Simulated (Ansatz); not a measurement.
# How fast states decay through InGaAg2Te2S2, part 2 of 3

Aim: relax a made-up compound, InGaAg2Te2S2, and see how good a tunnel barrier it would be. It is built by putting S for Se in the InGaAg2Te2Se2 structure of space group C2, with the volume rescaled by atomic radii. The parent structure comes from the Materials Project.

Ansatz 0.2.0; r2SCAN DFT, plane waves, PAW files (the session's first sound run).

So far. Step 2 (Relaxing the new crystal): The largest force component on a free atom ends at 0.019 eV/Å.

The structure was built from a prototype and need not be the compound's stable phase.

## Step 3: The bulk crystal and its band edges

The energy window and the wavevectors of the next steps follow from the band edges, so these are searched first, off the mesh as well.

input.yaml reads:

```yaml
crystal:
  lattice:
    - [4.3504275629, -5.8072917484, 0.0982078453]
    - [4.3504275629, 5.8072917484, 0.0982078453]
    - [-4.2191780423, 0.0, 4.2378051822]
  atoms:
    - { symbol: In, position: [0.5063506854, 0.4936493146, 0.5] }
    - { symbol: Ga, position: [0.7391820476, 0.2608179524, 0.0] }
    - { symbol: Ag, position: [0.2245292285, 0.7754707715, 0.0] }
    - { symbol: Ag, position: [0.0322331943, 0.9677668057, 0.5] }
    - { symbol: Te, position: [0.1032151968, 0.3653409204, 0.9786908528] }
    - { symbol: Te, position: [0.6346590796, 0.8967848032, 0.0213091472] }
    - { symbol: S, position: [0.8418736271, 0.5820385593, 0.4470646073] }
    - { symbol: S, position: [0.4179614407, 0.1581263729, 0.5529353927] }
kpoints:
  mp_grid: { grid: [4, 4, 6] }
  band_path: { path: [VBM, CBM], npoints: 30 }
scf:
  occupations: { method: fixed }
hamiltonian:
  xc: r2scan
output:
  eigenvalues: true
  write_potential: true
  write_density: true
  volumetric_format: npy
  elf: true
```

Started as:

```sh
> ansatz run input.yaml --threads 2 --pin off --max-ram 4096MiB --backend cpu --events-out ev --progress --plain --runs-dir out
```

Numbers of over 12 decimals in the logs are rounded to 6 here.

Log:

```text
[...]
Crystal: 8 atoms, lattice volume = 218.942 Å³
Basis set: ecut = 500 eV, 5533 PW (Γ), exchange–correlation on 216×216×180 points (64 copies of the dense FFT grid, shifted against one another)
Bands: 65, of which v1, the nominal top of the filled ones, is band 54 counted from 1 (53 counted from 0)
Symmetry: 2 space group operations
[...]
k-points: 34 of 96 (time reversal used)
[...]
SCF iter   1: F=—  HF=-40414.809343 eV  |F-HF|=—  |Δ(HF+E_count)|=         —  Δρ=7.16e-3  dr2=8.17e-2  dr2_τ=2.22e-2  ethr=1.77e-3  ⟨swp⟩=5.0  Hψ=7140  notcnv=0  defer=303
[...]
SCF iter   8: F=-40414.827731 eV  HF=-40414.827731 eV  |F-HF|=3.13e-10  |Δ(HF+E_count)|=   1.99e-7  Δρ=3.61e-6  dr2=3.12e-8  dr2_τ=1.26e-9  ethr=9.26e-11  ⟨swp⟩=11.4  Hψ=9914  notcnv=0
SCF 1 converged in 8 iterations: F = -40414.827731 eV  dr2 = 3.12e-8
[...]
NSCF: frozen V_eff on 68 k-points
[...]
SCF converged after 8 iterations
Free energy (F): -40414.827731 eV
[...]
Internal energy: -40414.827731 eV  (E = F + TS)
E sigma→0 (E₀):  -40414.827731 eV
Fermi energy:    7.159206 eV
[...]
--- Band table (eV; the first three rows and the last of 34) ---
  k-point 0: bands = [... 50 lower, 5.5320, 6.9527, 7.0643, 7.1592, 8.0274, 9.9603, 10.0766, 11.6512, ... 7 higher]
  k-point 1: bands = [... 50 lower, 5.6625, 6.1039, 6.8212, 7.0155, 8.8937, 10.0010, 10.6199, 11.1782, ... 7 higher]
  k-point 2: bands = [... 50 lower, 6.0477, 6.2134, 6.3907, 6.9611, 9.3939, 9.6900, 10.7545, 10.9005, ... 7 higher]
  k-point 33: bands = [... 50 lower, 6.2670, 6.3393, 6.8492, 7.0592, 8.6958, 9.3864, 10.7546, 11.1976, ... 7 higher]
```

Run time: 3.2 min. Hardware: 2 threads of Arm Neoverse V2, shared host; peak memory 1.5 GiB; 6.4 min of CPU time.

In the SCF lines HF is the Harris–Foulkes energy and dr2 the Hartree energy of the density residual, in eV; the loop may stop once dr2 is under the threshold and the program's other checks hold. Hψ counts applications of the Hamiltonian.

This step gave:

```yaml
fermi_energy: 7.159 eV
gap_on_the_k_mesh: 0.8682 eV
gap_on_path: 0.8682 eV, by band count; negative where bands overlap
direct_gap_on_path: 0.8682 eV
edge_places_on_path: 0, 0 1/A along the path
```

Levels at VBM (eV): -6.90, -5.22, -4.53, -4.24, -4.16, -4.12, -3.90, -3.76, -3.55, -3.55, -3.29, -3.23, -3.22, -3.03, -3.00, -2.39, -2.28, -2.00, -1.63, -0.21, -0.09, 0.00, 0.87, 2.80, 2.92, 4.49, 4.55, 4.77, 4.92, 5.08, 5.39, 5.81, 7.38.

ELF in the ab plane of the conventional cell at fractional z = 0.000, with atoms of Ga and Ag and Te within 0.2 Å of it. It is the smooth field of the valence electrons, not physical close to the nuclei.

Ten even steps from '0' (0.01) to '9' (0.77), each cell a mean:
```
000133321000000013332100
000000000000000000000000
211000000011110000000111
543110000122221100001234
874212222221122222212368
974236665320113466652369
653477778631124887775246
224763247863348853357522
137740015774358620026741
037752125762147641136751
014666567741026776567520
001357777520013677764200
000013332100000133321000
000000000000000000000000
110000000111211000000011
221100001234543110000122
122222212368874212222221
113466652369974236665320
124887775246653477778631
348853357522224763247863
358620026741137740015774
147641136751037752125762
026776567520014666567741
013677764200001357777520
```
Columns run along a (8.7 Å), rows up along b (11.6 Å), edges of the conventional cell, whose origin can differ from the input's. Atoms in or near the plane, at fractional coordinates: Ga at (0.00, 0.26), Ga at (0.50, 0.76), Ag at (0.00, 0.78), Ag at (0.50, 0.28), Te at (0.23, 0.13), Te at (0.73, 0.63), Te at (0.27, 0.63), Te at (0.77, 0.13).

Electrostatic potential energy in the ab plane of the conventional cell at fractional z = 0.000, with atoms of Ga and Ag and Te within 0.2 Å of it. With pseudopotentials it is smooth inside the atoms' cores, unlike the true potential.

Ten even steps from '0' (-19 eV) to '9' (28 eV), each cell a mean:
```
666666666666666666666666
666666666666666666666666
556666666666566666666665
135666666543345566666542
002566665420013566665400
001555555300002455565300
013543334410013443345420
455424632443344325523554
665339982355555259972456
665327862456665238842566
666532224566666532224566
666655556666666655556666
666666666666666666666666
666666666666666666666666
566666666665556666666666
345566666542135666666543
013566665400002566665420
002455565300001555555300
013443345420013543334410
344325523554455424632443
555259972456665339982355
665238842566665327862456
666532224566666532224566
666655556666666655556666
```
Columns run along a (8.7 Å; values clipped at the 3rd and 97th percentile), rows up along b (11.6 Å), edges of the conventional cell, whose origin can differ from the input's. Atoms in or near the plane, at fractional coordinates: Ga at (0.00, 0.26), Ga at (0.50, 0.76), Ag at (0.00, 0.78), Ag at (0.50, 0.28), Te at (0.23, 0.13), Te at (0.73, 0.63), Te at (0.27, 0.63), Te at (0.77, 0.13).

Valence density in the ab plane of the conventional cell at fractional z = 0.000, with atoms of Ga and Ag and Te within 0.2 Å of it. It is the smooth field of the valence electrons, not physical close to the nuclei.

Ten steps, logarithmic in the rise over the least value, from '0' (0 e/Å³) to '9' (34 e/Å³), each cell a mean:
```
000000000000000000000000
000000000000000000000000
000000000000000000000000
431000000001110000000023
763100000025631000000257
874100000148962100000258
642111211126742111211135
111125542111111235542111
001247863110001257862100
000136752100001246652100
000012321000000112221000
000000100000000001100000
000000000000000000000000
000000000000000000000000
000000000000000000000000
110000000023431000000001
631000000257763100000025
962100000258874100000148
742111211135642111211126
111235542111111125542111
001257862100001247863110
001246652100000136752100
000112221000000012321000
000001100000000000100000
```
Columns run along a (8.7 Å), rows up along b (11.6 Å), edges of the conventional cell, whose origin can differ from the input's. Atoms in or near the plane, at fractional coordinates: Ga at (0.00, 0.26), Ga at (0.50, 0.76), Ag at (0.00, 0.78), Ag at (0.50, 0.28), Te at (0.23, 0.13), Te at (0.73, 0.63), Te at (0.27, 0.63), Te at (0.77, 0.13).

The searched edges give 0.868 eV, as on the mesh.

## Step 4: Complex bands

This step: r2SCAN DFT, plane waves, PAW files; complex bands by layer matching along the plane's normal (Ansatz 0.2.0).

The same crystal is laid in a cell whose first two vectors span the (010) plane (indices of the standard conventional cell, whose axes can be ordered otherwise than in the bulk input). At fixed energy and wavevector in the plane the solver finds all kz, real and complex. A few wavevectors are listed, (0, 0) and (0.5, 0) in units of the plane's reciprocal vectors; the slowest state needn't be among them.

input.yaml reads:

```yaml
crystal:
  lattice:
    - [5.980004692, 0.0, 0.0]
    - [-0.019670444, 6.304550523, 0.0]
    - [-2.999837568, 3.152275262, 5.807291748]
  atoms:
    - { symbol: In, position: [0.9936493146, 0.5063506854, 0.9872986292] }
    - { symbol: Ga, position: [0.2608179524, 0.7391820476, 0.5216359048] }
    - { symbol: Ag, position: [0.7754707715, 0.2245292285, 0.550941543] }
    - { symbol: Ag, position: [0.4677668057, 0.0322331943, 0.9355336114] }
    - { symbol: Te, position: [0.875475656, 0.1032151968, 0.2621257236] }
    - { symbol: Te, position: [0.3866500676, 0.6346590796, 0.2621257236] }
    - { symbol: S, position: [0.6051909802, 0.8418736271, 0.7401649322] }
    - { symbol: S, position: [0.134973952, 0.4179614407, 0.7401649322] }
kpoints:
  mp_grid: { grid: [4, 4, 4] }
scf:
  occupations: { method: fixed }
hamiltonian:
  xc: r2scan
output:
  eigenvalues: true
  transmission:
    leads: [[0, 0]]
    kpoints: [[0.0, 0.0], [0.5, 0.0]]
    e_range: [-1.0, 1.87]
    de: 0.07
```

Log:

```text
[...]
Crystal: 8 atoms, lattice volume = 218.942 Å³
Basis set: ecut = 500 eV, 5533 PW (Γ), exchange–correlation on 180×192×216 points (64 copies of the dense FFT grid, shifted against one another)
Bands: 65, of which v1, the nominal top of the filled ones, is band 54 counted from 1 (53 counted from 0)
Symmetry: 2 space group operations
[...]
k-points: 24 of 64 (time reversal used)
[...]
SCF iter   1: F=—  HF=-40414.807579 eV  |F-HF|=—  |Δ(HF+E_count)|=         —  Δρ=7.16e-3  dr2=8.19e-2  dr2_τ=2.22e-2  ethr=1.77e-3  ⟨swp⟩=5.0  Hψ=5039  notcnv=0  defer=214
[...]
SCF iter   8: F=-40414.825962 eV  HF=-40414.825962 eV  |F-HF|=2.55e-10  |Δ(HF+E_count)|=   2.00e-7  Δρ=3.68e-6  dr2=3.23e-8  dr2_τ=1.33e-9  ethr=9.26e-11  ⟨swp⟩=11.1  Hψ=7219  notcnv=0
SCF 1 converged in 8 iterations: F = -40414.825962 eV  dr2 = 3.23e-8
[...]
transmission: 8 of 16 steps passed
transmission: 16 of 16 steps passed
SCF converged after 8 iterations
Free energy (F): -40414.825962 eV
[...]
Internal energy: -40414.825962 eV  (E = F + TS)
E sigma→0 (E₀):  -40414.825962 eV
Fermi energy:    7.159538 eV
[...]
--- Band table (eV; the first three rows and the last of 24) ---
  k-point 0: bands = [... 50 lower, 5.5322, 6.9529, 7.0645, 7.1595, 8.0275, 9.9604, 10.0768, 11.6513, ... 7 higher]
  k-point 1: bands = [... 50 lower, 5.6511, 6.2278, 6.7546, 6.9180, 9.1619, 9.9097, 10.2531, 10.6809, ... 7 higher]
  k-point 2: bands = [... 50 lower, 5.7792, 5.8229, 6.3901, 7.0637, 9.5346, 9.8353, 9.9397, 10.1627, ... 7 higher]
  k-point 23: bands = [... 50 lower, 6.2672, 6.3395, 6.8495, 7.0595, 8.6959, 9.3866, 10.7547, 11.1978, ... 7 higher]
--- Transmission ---
  basis      : 391 plane waves across, 8 finite elements along
  points     : 2, as listed
  energies   : 42 from -1.000000 to 1.870000 eV about the Fermi level, 0.070000 eV apart; the leads are filled to 0.433977 eV, and channels, transmission and decay are at 0.400000 eV
  crystal 0  : Ga1Ag2S2In1Te2, at the sites [0, 0], period 5.8073 Å: whole cells are its period
    offset         : up to 0.0000 Å between an atom of the period and one for which it stands
    channels       : 0.000000e0 a spin
    conductance    : none, the energies end too early or step too widely for 300 K: set another output.transmission.e_range or a lower de, or, where they end at an eighth of basis.ecutwfc, a higher one
    slowest decay  : 0.0854 /Å at (0.0000, 0.0000)
```

Elapsed: 2.2 min, on 2 threads; peak memory 2.1 GiB.

Numbers from this step:

- free energy: -40414.8260 eV
- Fermi energy: 7.160 eV
- gap on the k-mesh: 0.8680 eV
- level to which the leads are filled: 0.4340 eV from the Fermi level
- decay constant at the filling level, zone centre: 0.08538 Å⁻¹
- decay constant at the filling level, slowest listed point: 0.0854 Å⁻¹

K parallel (0, 0); values up to 1.5 1/Å, a degenerate pair printed once or twice; energies at which all values exceed this have no row. The Im kz of the slowest decaying states by energy, zero at the highest filled level on the SCF mesh:

```csv
energy (eV),decay 1 (Å⁻¹),decay 2 (Å⁻¹),decay 3 (Å⁻¹),decay 4 (Å⁻¹)
-1.00,0.154,0.202,0.275,0.364
-0.86,0.104,0.205,0.299,0.383
-0.79,0.0514,0.204,0.309,0.391
-0.65,0.194,0.324,0.406,0.441
-0.51,0.172,0.335,0.419,0.443
-0.44,0.153,0.339,0.425,0.444
-0.30,0.0828,0.346,0.435,0.445
-0.23,0.348,0.439,0.444,0.929
-0.09,0.0130,0.0318,0.173,0.352
-0.02,0.0475,0.107,0.211,0.353
0.05,0.0629,0.0947,0.140,0.240
0.12,0.0727,0.144,0.163,0.263
0.26,0.0833,0.193,0.204,0.300
0.40,0.0854,0.213,0.245,0.329
0.47,0.0837,0.220,0.261,0.342
0.61,0.0747,0.231,0.289,0.347
0.75,0.0549,0.238,0.312,0.342
0.82,0.0363,0.240,0.322,0.339
0.96,0.243,0.333,0.339,0.405
1.10,0.244,0.325,0.354,0.397
1.17,0.243,0.321,0.361,0.392
1.31,0.241,0.310,0.372,0.381
1.38,0.239,0.305,0.375,0.377
1.52,0.234,0.292,0.363,0.380
1.66,0.227,0.276,0.349,0.365
1.73,0.222,0.268,0.341,0.356
1.87,0.212,0.247,0.325,0.337
```

K parallel (0, 0). Re kz of states that move upwards against energy, zero at the highest filled level on the SCF mesh:

```csv
energy (eV),channel 1 (Å⁻¹),channel 2 (Å⁻¹),channel 3 (Å⁻¹),channel 4 (Å⁻¹)
-1.00,-0.295,-,-,-
-0.79,-0.225,-,-,-
-0.58,-0.367,-0.167,-,-
-0.37,-0.247,-0.112,-,-
-0.16,-0.187,-0.0482,0.426,-
-0.02,-0.0612,-,-,-
0.05,-,-,-,-
0.26,-,-,-,-
0.40,-,-,-,-
0.61,-,-,-,-
0.82,-,-,-,-
1.03,0.0736,-,-,-
1.24,0.121,-,-,-
1.45,0.163,-,-,-
1.66,0.203,-,-,-
1.87,0.244,-,-,-
```

K parallel (0.5, 0); values up to 1.5 1/Å, a degenerate pair printed once or twice; energies at which all values exceed this have no row. Im kz of the slowest decaying states against energy, zero at the highest filled level on the SCF mesh:

| energy (eV) | decay 1 (Å⁻¹) | decay 2 (Å⁻¹) | decay 3 (Å⁻¹) | decay 4 (Å⁻¹) |
| --- | --- | --- | --- | --- |
| -1.00 | 0.142 | 0.160 | 0.973 | 1.32 |
| -0.86 | 0.163 | 0.178 | 0.964 | 1.31 |
| -0.79 | 0.161 | 0.164 | 0.959 | 1.30 |
| -0.65 | 0.00968 | 0.217 | 0.948 | 1.30 |
| -0.51 | 0.0568 | 0.260 | 0.881 | 0.994 |
| -0.44 | 0.277 | 0.844 | 1.02 | 1.30 |
| -0.30 | 0.0705 | 0.304 | 0.789 | 1.05 |
| -0.23 | 0.149 | 0.316 | 0.767 | 1.06 |
| -0.09 | 0.234 | 0.333 | 0.725 | 1.08 |
| -0.02 | 0.272 | 0.337 | 0.705 | 1.08 |
| 0.05 | 0.306 | 0.374 | 0.686 | 1.09 |
| 0.12 | 0.308 | 0.405 | 0.668 | 1.09 |
| 0.26 | 0.318 | 0.449 | 0.631 | 1.10 |
| 0.40 | 0.327 | 0.489 | 0.592 | 1.10 |
| 0.47 | 0.330 | 0.512 | 0.567 | 1.10 |
| 0.61 | 0.337 | 0.537 | 1.10 | 1.23 |
| 0.75 | 0.343 | 0.532 | 1.10 | 1.22 |
| 0.82 | 0.346 | 0.530 | 1.09 | 1.22 |
| 0.96 | 0.350 | 0.523 | 1.08 | 1.21 |
| 1.10 | 0.354 | 0.515 | 1.06 | 1.21 |
| 1.17 | 0.355 | 0.510 | 1.04 | 1.18 |
| 1.31 | 0.359 | 0.498 | 1.02 | 1.15 |
| 1.38 | 0.363 | 0.454 | 0.527 | 1.01 |
| 1.52 | 0.376 | 0.387 | 0.545 | 0.978 |
| 1.66 | 0.346 | 0.378 | 0.556 | 0.951 |
| 1.73 | 0.334 | 0.373 | 0.560 | 0.937 |
| 1.87 | 0.315 | 0.362 | 0.567 | 0.909 |

At the listed wavevectors the last open channel is at -0.02 eV and the next at +0.89 eV on the grid. At +0.40 eV, the grid energy nearest the filling level (the middle of the gap on the SCF mesh), the slowest state at the listed wavevectors decays with κ = 0.0854 Å⁻¹, its amplitude falling by e over 12 Å. Through 1 nm of this crystal that state's transmission falls by exp(−2 × 0.0854 Å⁻¹ × 10 Å) = 0.18.

(Continued in part 3 of 3.)

[Logs are printed without paths, hosts, clocks, repeated set-up lines and the standing remarks that a program may print on its own settings, such as how far it seeks lower states.]

[Hosts, paths, dates, database ids (printed as entryN), source tags and the programs' standing remarks are cut or masked in the printed files.]
